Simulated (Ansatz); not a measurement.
# SiO2 (P4_2/mnm) under biaxial strain in the (001) plane, that of a and b

Aim: how do the optical modes of SiO2 (P4_2/mnm) shift and split under this strain?

Calculated with Ansatz 0.2.0; DFT LDA, scalar-relativistic, plane waves, PAW; PAW set soft_1.

Most raw output is cut from this account.

### Step 1. Starting point

The structure is tetragonal, space group P4_2/mnm (No. 136). The conventional cell has a = 4.233 Å, b = 4.233 Å, c = 2.693 Å, α = 90.00°, β = 90.00°, γ = 90.00°. Nearest to O lie 3 Si at 1.78 to 1.84 Å. Si has 6 O at 1.78 to 1.84 Å nearest. Farther neighbours and most contacts between anions are not listed.

### Step 2. A rough relaxation first

The start is far from rest, so a relaxation with loose tolerances brings it close first.

Input file input.yaml:

```yaml
crystal:
  lattice:
    - [4.233169, 0.0, 0.0]
    - [0.0, 4.233169, 0.0]
    - [0.0, 0.0, 2.693495]
  atoms:
    - { symbol: O, position: [0.693161, 0.693161, 0.0] }
    - { symbol: O, position: [0.193161, 0.806839, 0.5] }
    - { symbol: O, position: [0.306839, 0.306839, 0.0] }
    - { symbol: O, position: [0.806839, 0.193161, 0.5] }
    - { symbol: Si, position: [0.5, 0.5, 0.5] }
    - { symbol: Si, position: [0.0, 0.0, 0.0] }
kpoints:
  mp_grid: { grid: [6, 6, 8] }
hamiltonian:
  xc: lda
  pseudopotentials: { kind: paw, azcp: { folder: soft_1 }, xc_functional: pbe }
scf:
  occupations: { method: gaussian, width: 0.1 }
output:
  forces: true
  stress: true
  eigenvalues: true
relax:
  adjacent_minimum: "off"
  f_tol: 0.05
  max_steps: 80
  cell: { stress_tol: 0.5 }
```

Run with:

```bash
> ansatz run input.yaml --threads 8 --pin off --max-ram 16384MiB --backend cpu --events-out ev --progress --plain --runs-dir out
```

It took 2.9 s on 8 threads of Arm Neoverse V2, shared host; peak memory 0.35 GiB.

Relaxation path:

```csv
step,energy less that of the first step (eV),largest force component (eV/Å),pressure (GPa),volume (Å³)
1,0.0000,0.0971,-14.11,48.27
2,-0.0743,0.0004,-8.05,47.26
3,-0.1131,0.0400,0.74,45.93
4,-0.1132,0.0143,0.07,45.99
5*,-0.1043,0.0143,-0.31,45.99
```

Relaxation steps marked * repeat the geometry before them on a plane-wave basis chosen anew for their cell, so energy and pressure can jump there.

The run keeps the 16 symmetry operations that it works with, so distortions that break them were not tested.

| conventional cell, symmetrised | before | after | change |
| --- | --- | --- | --- |
| a (Å) | 4.233 | 4.157 | -1.8 % |
| b (Å) | 4.233 | 4.157 | -1.8 % |
| c (Å) | 2.693 | 2.661 | -1.2 % |
| volume (Å³/atom) | 8.04 | 7.66 | -4.7 % |

The relaxed structure:

```xyz
6
Lattice="4.1568 0.0000 0.0000 0.0000 4.1568 0.0000 0.0000 0.0000 2.6613" Properties=species:S:1:pos:R:3 pbc="T T T"
O     2.8869    2.8869    0.0000
O     0.8085    3.3484    1.3307
O     1.2700    1.2700    0.0000
O     3.3484    0.8085    1.3307
Si    2.0784    2.0784    1.3307
Si    0.0000    0.0000    0.0000
```

A gap read on the k-mesh alone can miss the band edges.

Numbers from this step:

| Item | Value |
| --- | --- |
| pressure | -0.3143 GPa |
| gap on the k-mesh | 5.799 eV |
| volume per atom | 7.664 Å³ |

In this step the volume went from 8.04 to 7.66 Å³/atom.

### Step 3. Bringing the structure to rest

Harmonic phonons are second derivatives at a point where the forces vanish, and they are wanted at zero stress, so atoms and cell are relaxed first.

Input file input.yaml:

```yaml
crystal:
  lattice:
    - [4.1568423309, 0.0, 0.0]
    - [0.0, 4.1568423309, 0.0]
    - [0.0, 0.0, 2.6613064823]
  atoms:
    - { symbol: O, position: [0.6944886389, 0.6944886389, 0.0] }
    - { symbol: O, position: [0.1944886389, 0.8055113611, 0.5] }
    - { symbol: O, position: [0.3055113611, 0.3055113611, 0.0] }
    - { symbol: O, position: [0.8055113611, 0.1944886389, 0.5] }
    - { symbol: Si, position: [0.5, 0.5, 0.5] }
    - { symbol: Si, position: [0.0, 0.0, 0.0] }
kpoints:
  mp_grid: { grid: [6, 6, 8] }
hamiltonian:
  xc: lda
  pseudopotentials: { kind: paw, azcp: { folder: soft_1 }, xc_functional: pbe }
scf:
  occupations: { method: gaussian, width: 0.02 }
output:
  forces: true
  stress: true
  eigenvalues: true
  write_density: true
  write_potential: true
  elf: true
  volumetric_format: npy
relax:
  adjacent_minimum: "off"
  f_tol: 0.005
  max_steps: 80
  cell: { stress_tol: 0.05 }
```

The job ended after 3.3 s (8 threads; peak memory 0.36 GiB; 19 s of CPU time).

Little changed from the start: no atom moved by 0.005 Å and no cell edge by 0.1 %.

This step gave:

| Quantity | Value |
| --- | --- |
| pressure | -0.003671 GPa |
| gap on the k-mesh | 5.816 eV |
| volume per atom | 7.657 Å³ |

Electrostatic potential energy in the ab plane at fractional z = 0.000, with atoms of O and Si within 0.2 Å of it. With pseudopotentials it is smooth inside the atoms' cores, unlike the true potential.

Ten even steps from '_' (-30 eV) to '@' (16 eV), each cell a mean:
```
==..::**%%@@@@@@@@@@%%++..::
__..++##@@@@@@@@@@##****--..
++**##%%@@@@@@@@==....--**++
%%%%%%@@@@@@@@##..____..**%%
@@@@@@@@@@@@%%##..____..##@@
@@@@@@@@@@%%%%%%==....==@@@@
@@@@@@@@%%%%%%%%%%####@@@@@@
@@@@%%++--==##%%%%%%@@@@@@@@
@@@@++..____==%%%%@@@@@@@@@@
%%%%==______--%%@@@@@@@@@@%%
**##++..__..++@@@@@@@@%%##**
..--++++==++%%@@@@@@%%##++::
--..--##%%@@@@@@@@@@%%**....
##--..**%%@@@@@@@@@@%%++__==
```
Columns run along a (4.2 Å; values clipped at the 3rd and 97th percentile), rows up along b (4.2 Å). Atoms in or near the plane, at fractional coordinates: O at (0.69, 0.69), O at (0.31, 0.31), Si at (0.00, 0.00).

ELF in the ab plane at fractional z = 0.000, with atoms of O and Si within 0.2 Å of it. It is the smooth field of the valence electrons, not physical close to the nuclei.

Ten even steps from '_' (0.03) to '@' (0.85), each cell a mean:
```
........______..--++++++--::
........______==%%@@@@@@##--
......______::##@@@@%%@@@@++
..__________--%%@@++++%%@@++
____________::##%%++++@@@@++
______........==%%%%@@@@%%--
__..==**##++::..==##%%##==..
__==%%@@@@%%++::..::--::____
..**@@%%**##%%++..__________
::**@@##--**@@##..__________
::##@@@@##%%@@**..______....
::**@@@@@@@@%%==______......
..::**##****==..______......
--..::::::..________........
```
Columns run along a (4.2 Å), rows up along b (4.2 Å). Atoms in or near the plane, at fractional coordinates: O at (0.69, 0.69), O at (0.31, 0.31), Si at (0.00, 0.00).

Valence density in the ab plane at fractional z = 0.000, with atoms of O and Si within 0.2 Å of it. It is the smooth field of the valence electrons, not physical close to the nuclei.

Values in e/Å³, 14 rows by 14 columns, each cell a mean:
```
0.2 0.2 0.3 0.2 0.1 0.1 0.1 0.1 0.2 0.3 0.4 0.5 0.4 0.2
0.2 0.3 0.3 0.2 0.1 0.1 0.1 0.2 0.6 1.0 1.1 0.9 0.6 0.4
0.3 0.3 0.2 0.2 0.1 0.1 0.2 0.6 2.0 3.8 3.9 2.4 0.9 0.5
0.2 0.2 0.2 0.1 0.1 0.1 0.3 0.9 3.5 6.8 7.0 3.9 1.1 0.4
0.1 0.1 0.1 0.1 0.1 0.1 0.3 0.9 3.3 6.3 6.8 3.8 1.0 0.3
0.1 0.1 0.1 0.2 0.2 0.2 0.3 0.6 1.8 3.3 3.5 2.0 0.6 0.2
0.1 0.1 0.3 0.5 0.7 0.7 0.5 0.4 0.6 0.9 0.9 0.6 0.2 0.1
0.1 0.2 0.7 1.5 2.3 1.8 0.9 0.5 0.3 0.3 0.3 0.2 0.1 0.1
0.2 0.4 1.6 4.2 6.5 4.9 1.8 0.7 0.2 0.1 0.1 0.1 0.1 0.1
0.2 0.5 2.0 5.2 8.3 6.5 2.3 0.7 0.2 0.1 0.1 0.1 0.1 0.1
0.3 0.6 1.5 3.4 5.2 4.2 1.5 0.5 0.2 0.1 0.1 0.2 0.2 0.2
0.3 0.5 1.0 1.5 2.0 1.6 0.7 0.3 0.1 0.1 0.2 0.2 0.3 0.3
0.2 0.3 0.5 0.6 0.5 0.4 0.2 0.1 0.1 0.1 0.2 0.3 0.3 0.2
0.1 0.2 0.3 0.3 0.2 0.2 0.1 0.1 0.1 0.1 0.2 0.3 0.2 0.2
```
Columns run along a (4.2 Å), rows up along b (4.2 Å). Atoms in or near the plane, at fractional coordinates: O at (0.69, 0.69), O at (0.31, 0.31), Si at (0.00, 0.00).

In this step the volume went from 7.66 to 7.66 Å³/atom.

### Step 4. Tight relaxation

Phonons need small forces and stress, so the relaxation is finished with tight tolerances on 8×8×8 k points.

Input file input.yaml:

```yaml
crystal:
  lattice:
    - [4.1548620152, 0.0, 0.0]
    - [0.0, 4.1548620152, 0.0]
    - [0.0, 0.0, 2.6614336769]
  atoms:
    - { symbol: O, position: [0.6944351949, 0.6944351949, 0.0] }
    - { symbol: O, position: [0.1944351949, 0.8055648051, 0.5] }
    - { symbol: O, position: [0.3055648051, 0.3055648051, 0.0] }
    - { symbol: O, position: [0.8055648051, 0.1944351949, 0.5] }
    - { symbol: Si, position: [0.5, 0.5, 0.5] }
    - { symbol: Si, position: [0.0, 0.0, 0.0] }
kpoints:
  mp_grid: { grid: [8, 8, 8] }
hamiltonian:
  xc: lda
  pseudopotentials: { kind: paw, azcp: { folder: soft_1 }, xc_functional: pbe }
scf:
  occupations: { method: fixed }
output:
  forces: true
  stress: true
  eigenvalues: true
relax:
  adjacent_minimum: "off"
  f_tol: 0.001
  max_steps: 60
  cell: { stress_tol: 0.01 }
```

The job ended after 2.9 s (8 threads; peak memory 0.36 GiB).

Little changed from the start: no atom moved by 0.005 Å and no cell edge by 0.1 %.

Numbers from this step:

```yaml
pressure: 0.002807 GPa
```

The largest force component left is 0.056 meV/Å and the pressure is 0.003 GPa, within the tolerances set. The cell now holds 7.66 Å³/atom.

### Step 5. Zone-centre response at rest

The modes at rest are the reference of the series, and the response to a field gives the dielectric tensor and the Born charges.

input.yaml, the sections that differ from step 4:

```yaml
crystal:
  lattice:
    - [4.1549127599, 0.0, 0.0]
    - [0.0, 4.1549127599, 0.0]
    - [0.0, 0.0, 2.6613485654]
  atoms:
    - { symbol: O, position: [0.6944294069, 0.6944294069, 0.0] }
    - { symbol: O, position: [0.1944294069, 0.8055705931, 0.5] }
    - { symbol: O, position: [0.3055705931, 0.3055705931, 0.0] }
    - { symbol: O, position: [0.8055705931, 0.1944294069, 0.5] }
    - { symbol: Si, position: [0.5, 0.5, 0.5] }
    - { symbol: Si, position: [0.0, 0.0, 0.0] }
output:
  eigenvalues: true
phonons:
  method: dfpt
  dielectric: true
  rigid_motions: translations
# kpoints, hamiltonian, scf: as in step 4
# relax: removed
```

It took 33 s on 8 threads; peak memory 1.3 GiB.

Numbers from this step:

```yaml
sum_rule_residual_before_enforcement: 3.19e-5 eV/Å²
miss_of_the_charge_sum_rule: 0.002139 e
estimated_error_of_the_dielectric_tensor: 0.008310
estimated_error_of_the_born_charges: 0.01430 e
point_group: 4/mmm
highest_optical_mode_at_the_zone_centre_no_lo_to_term: 947.2 cm⁻¹
lowest_optical_zone_centre_mode: 218.4 cm⁻¹
mean_high_frequency_dielectric_constant: 3.434
largest_born_charge_third_of_the_trace: 3.897 e
mean_static_dielectric_constant: 10.41
top_of_the_zone_centre_spectrum_with_the_field: 1050 cm⁻¹
```

Without the LO-TO term. Patterns of degenerate modes are one choice out of their space. The modes at Γ (shares of kinetic energy by element, %):

```
mode  frequency (cm⁻¹)  symmetry  O %  Si %
   1               0.0  acoustic   53    47
   2               0.0  acoustic   53    47
   3               0.0  acoustic   53    47
   4             218.4       B1g  100     0
   5             383.6       B1u   19    81
   6             465.6        Eu   57    43
   7             465.6        Eu   57    43
   8             583.8        Eg  100     0
   9             583.8        Eg  100     0
  10             585.8        Eu   37    63
  11             585.8        Eu   37    63
  12             589.1       A2g  100     0
  13             658.2       A2u   47    53
  14             753.4       A1g  100     0
  15             757.9       B1u   81    19
  16             822.9        Eu   53    47
  17             822.9        Eu   53    47
  18             947.2       B2g  100     0
```

Displacements in mode 4 (218.4 cm⁻¹), the largest set to 1:
```
O1  -1.00  1.00  0.00
O2  -1.00 -1.00  0.00
O3   1.00 -1.00  0.00
O4   1.00  1.00  0.00
Si5  0.00  0.00  0.00
Si6  0.00  0.00  0.00
```

Displacements in mode 9 (583.8 cm⁻¹), the largest set to 1:
```
O1   0.00  0.00 -0.25
O2   0.00  0.00 -1.00
O3   0.00  0.00  0.25
O4   0.00  0.00  1.00
Si5  0.00  0.00  0.00
Si6  0.00  0.00  0.00
```

Optical modes at the zone centre, without and with the macroscopic field of the longitudinal modes; each column is sorted by frequency, so a row need not hold one and the same mode. Modes with and without the field, by row:

```
rank among optical modes  no field (cm⁻¹)  q along (1, 0, 0) (cm⁻¹)  q along (0, 0, 1) (cm⁻¹)
                       1            218.4                     218.4                     218.4
                       2            383.6                     383.6                     383.6
                       3            465.6                     465.6                     465.6
                       4            465.6                     559.6                     465.6
                       5            583.8                     583.8                     583.8
                       6            583.8                     583.8                     583.8
                       7            585.8                     585.8                     585.8
                       8            585.8                     589.1                     585.8
                       9            589.1                     658.2                     589.1
                      10            658.2                     700.5                     753.4
                      11            753.4                     753.4                     757.9
                      12            757.9                     757.9                     822.9
                      13            822.9                     822.9                     822.9
                      14            822.9                     947.2                     947.2
                      15            947.2                      1038                      1050
```

Born charge (rows field, columns displacement) (e), principal values of the symmetric part by kind of site:

```csv
atom,atoms with these values,low,middle,high,mean
O1,4,-2.48,-2.04,-1.33,-1.95
Si5,2,3.45,4.07,4.17,3.90
```

In full for O1:

```
-1.90 -0.58  0.00
-0.58 -1.90  0.00
 0.00  0.00 -2.04
```

High-frequency dielectric tensor:

```
3.37 0.00 0.00
0.00 3.37 0.00
0.00 0.00 3.55
```

Static dielectric tensor (ions relaxed, fixed cell):

```
11.10  0.00  0.00
 0.00 11.10  0.00
 0.00  0.00  9.03
```

Transverse modes. Lines of the infrared spectrum (strongest = 100):

```
position (cm⁻¹)  label  relative intensity
            218    B1g                 0.0
            384    B1u                 0.0
            466     Eu                 100
            584     Eg                 0.0
            586     Eu                  20
            589    A2g                 0.0
            658    A2u                  90
            753    A1g                 0.0
            758    B1u                 0.0
            823     Eu                  45
            947    B2g                 0.0
```

Before it was imposed, the acoustic sum rule was missed by 3.2e-5 eV/Å² and the charge sum rule by 0.0021 e. Small misses are needed for a sound result but don't prove that mesh and cutoff are converged. The lowest optical mode is real, 218 cm⁻¹.

### Step 6. Relaxation of a member: biaxial strain of +4 % in the (001) plane, that of a and b

The cell takes a biaxial strain of +4 % in the (001) plane, that of a and b. The strained lengths are held, while the rest of the cell and the atoms relax.

input.yaml, the sections that differ from step 5:

```yaml
crystal:
  lattice:
    - [4.3211092703, 0.0, 0.0]
    - [0.0, 4.3211092703, 0.0]
    - [0.0, 0.0, 2.6238062886]
  atoms:
    - { symbol: O, position: [0.6909546981, 0.6909546981, 0.0] }
    - { symbol: O, position: [0.1909546981, 0.8090453019, 0.5] }
    - { symbol: O, position: [0.3090453019, 0.3090453019, 0.0] }
    - { symbol: O, position: [0.8090453019, 0.1909546981, 0.5] }
    - { symbol: Si, position: [0.5, 0.5, 0.5] }
    - { symbol: Si, position: [0.0, 0.0, 0.0] }
output:
  forces: true
  stress: true
  eigenvalues: true
relax:
  adjacent_minimum: "off"
  f_tol: 0.001
  max_steps: 60
  cell: { stress_tol: 0.01, fix: [a, b, gamma] }
# kpoints, hamiltonian, scf: as in step 5
# phonons: removed
```

The job ended after 4.4 s (8 threads; peak memory 0.37 GiB).

Step by step:

```csv
step,energy less that of the first step (eV),largest force component (eV/Å),pressure (GPa),volume (Å³)
1,0.0000,0.1820,-13.98,48.99
2,-0.0031,0.1374,-13.37,48.94
3,-0.0075,0.0043,-11.38,48.79
4,-0.0075,0.0006,-11.45,48.80
5*,-0.0066,0.0007,-11.48,48.80
6,-0.0067,0.0003,-11.43,48.79
7*,-0.0067,0.0003,-11.43,48.79
```

Relaxation steps marked * repeat the geometry before them on a plane-wave basis chosen anew for their cell, so energy and pressure can jump there.

The run keeps the 16 symmetry operations that it works with, so distortions that break them were not tested.

```csv
"conventional cell, symmetrised",before,after,change
a (Å),4.321,4.321,+0.0 %
b (Å),4.321,4.321,+0.0 %
c (Å),2.624,2.613,-0.4 %
volume (Å³/atom),8.17,8.13,-0.4 %
```

Final coordinates:

```cif
data_structure
_symmetry_space_group_name_H-M 'P 1'
_symmetry_Int_Tables_number 1
_cell_length_a 4.3211
_cell_length_b 4.3211
_cell_length_c 2.6129
_cell_angle_alpha 90.000
_cell_angle_beta 90.000
_cell_angle_gamma 90.000
_cell_volume 48.79
loop_
_atom_site_label
_atom_site_type_symbol
_atom_site_fract_x
_atom_site_fract_y
_atom_site_fract_z
_atom_site_occupancy
O1 O 0.68952 0.68952 0.00000 1
O2 O 0.18952 0.81048 0.50000 1
O3 O 0.31048 0.31048 0.00000 1
O4 O 0.81048 0.18952 0.50000 1
Si5 Si 0.50000 0.50000 0.50000 1
Si6 Si 0.00000 0.00000 0.00000 1
```

This step gave:

```
pressure          : -11.43 GPa
gap on the k-mesh : 5.207 eV
volume per atom   : 8.131 Å³
```

The largest force component left is 0.26 meV/Å.

### Step 7. Zone-centre modes of the member: biaxial strain of +4 % in the (001) plane, that of a and b

The zone-centre modes follow for biaxial strain of +4 % in the (001) plane, that of a and b, with the response to a field.

input.yaml, the sections that differ from step 6:

```yaml
crystal:
  lattice:
    - [4.3211092703, 0.0, 0.0]
    - [0.0, 4.3211092703, 0.0]
    - [0.0, 0.0, 2.6128968861]
  atoms:
    - { symbol: O, position: [0.6895220231, 0.6895220231, 0.0] }
    - { symbol: O, position: [0.1895220231, 0.8104779769, 0.5] }
    - { symbol: O, position: [0.3104779769, 0.3104779769, 0.0] }
    - { symbol: O, position: [0.8104779769, 0.1895220231, 0.5] }
    - { symbol: Si, position: [0.5, 0.5, 0.5] }
    - { symbol: Si, position: [0.0, 0.0, 0.0] }
output:
  eigenvalues: true
phonons:
  method: dfpt
  dielectric: true
  rigid_motions: translations
# kpoints, hamiltonian, scf: as in step 6
# relax: removed
```

It took 30 s on 8 threads; peak memory 1.3 GiB.

This step gave:

```
miss of the charge sum rule                             : 0.004884 e
estimated error of the dielectric tensor                : 0.008514
estimated error of the Born charges                     : 0.01616 e
highest optical mode at the zone centre (no LO-TO term) : 875.6 cm⁻¹
lowest optical zone-centre mode                         : 229.6 cm⁻¹
mean high-frequency dielectric constant                 : 3.471
largest Born charge (third of the trace)                : 3.911 e
mean static dielectric constant                         : 15.10
top of the zone-centre spectrum with the field          : 1043 cm⁻¹
```

Without the LO-TO term. Patterns of degenerate modes are one choice out of their space. Modes at Γ, with each element's share of the kinetic energy:

| mode | frequency (cm⁻¹) | symmetry | O % | Si % |
| --- | --- | --- | --- | --- |
| 1 | 0.0 | acoustic | 53 | 47 |
| 2 | 0.0 | acoustic | 53 | 47 |
| 3 | 0.0 | acoustic | 53 | 47 |
| 4 | 229.6 | B1g | 100 | 0 |
| 5 | 329.0 | Eu | 31 | 69 |
| 6 | 329.0 | Eu | 31 | 69 |
| 7 | 369.4 | B1u | 25 | 75 |
| 8 | 496.2 | Eu | 73 | 27 |
| 9 | 496.2 | Eu | 73 | 27 |
| 10 | 549.4 | A2g | 100 | 0 |
| 11 | 564.9 | Eg | 100 | 0 |
| 12 | 564.9 | Eg | 100 | 0 |
| 13 | 676.8 | A2u | 47 | 53 |
| 14 | 709.6 | A1g | 100 | 0 |
| 15 | 737.0 | B1u | 75 | 25 |
| 16 | 831.3 | Eu | 43 | 57 |
| 17 | 831.3 | Eu | 43 | 57 |
| 18 | 875.6 | B2g | 100 | 0 |

Displacements in mode 4 (229.6 cm⁻¹), the largest set to 1:
```
O1   1.00 -1.00  0.00
O2   1.00  1.00  0.00
O3  -1.00  1.00  0.00
O4  -1.00 -1.00  0.00
Si5  0.00  0.00  0.00
Si6  0.00  0.00  0.00
```

Displacements in mode 7 (369.4 cm⁻¹), the largest set to 1:
```
O1   0.00  0.00 -0.55
O2   0.00  0.00  0.55
O3   0.00  0.00 -0.55
O4   0.00  0.00  0.55
Si5  0.00  0.00 -1.00
Si6  0.00  0.00  1.00
```

Transverse modes. Lines of the infrared spectrum (strongest = 100):

```
position (cm⁻¹)  label  relative intensity
            230    B1g                 0.0
            329     Eu                 100
            369    B1u                 0.0
            496     Eu                 8.3
            549    A2g                 0.0
            565     Eg                 0.0
            677    A2u                  74
            710    A1g                 0.0
            737    B1u                 0.0
            831     Eu                  32
            876    B2g                 0.0
```

Without the LO-TO term the lowest optical mode is real, 230 cm⁻¹, and the highest lies at 875.6 cm⁻¹.

(Continued in part 2 of 2.)

[Logs are printed without paths, hosts, clocks, repeated set-up lines and the standing remarks that a program may print on its own settings, such as how far it seeks lower states.]

[Hosts, paths, dates, database ids (printed as entryN), source tags and the programs' standing remarks are cut or masked in the printed files.]
